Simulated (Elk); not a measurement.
Planning a run of Elk 11.2.3 (patched build) on NaF (Villiaumite). The input:

```
tasks
  180

xctype
  20

rgkmax
  8.5

gmaxvr
  18.0

lmaxapw
  10

lmaxo
  8

nxlo
  2

lorbcnd
  .true.

autolinengy
  .true.

tshift
  .false.

ngridk
  6 6 6

vkloff
  0.05 0.15 0.25

nempty
  10

swidth
  0.00551

scissor
  0.18584

gmaxrf
  2.5

wplot
  406 100 0
  0.0 0.7474

optcomp
  1 1
  2 2
  3 3

sppath
  './'

avec
  -0.0000000000 4.3841646091 4.3841646091
  4.3841646091 -0.0000000000 4.3841646091
  4.3841646091 4.3841646091 -0.0000000000

atoms
  2
  'Na.in'
  1
  0.0000000000 0.0000000000 0.0000000000
  'F.in'
  1
  0.5000000000 0.5000000000 0.5000000000
```

```sh
OMP_NUM_THREADS=4 elk > log
```

**Question.** Estimate wall time and host memory on 4 threads of Arm Neoverse V1, shared host.

It took 2.4 min; on shared hardware allow 71 s to 4.8 min. Peak host memory was 0.1 GiB.

[Paths, hosts, dates, memory and timing lines, banners, echoed tables and standing remarks are left out of the program output.]

[Logs are printed without paths, hosts, clocks, repeated set-up lines and the standing remarks that a program may print on its own settings, such as how far it seeks lower states.]

[Runs of the session that timed out or met a known fault of the program may be left out.]

[Hosts, paths, dates, database ids (printed as entryN), source tags and the programs' standing remarks are cut or masked in the printed files.]
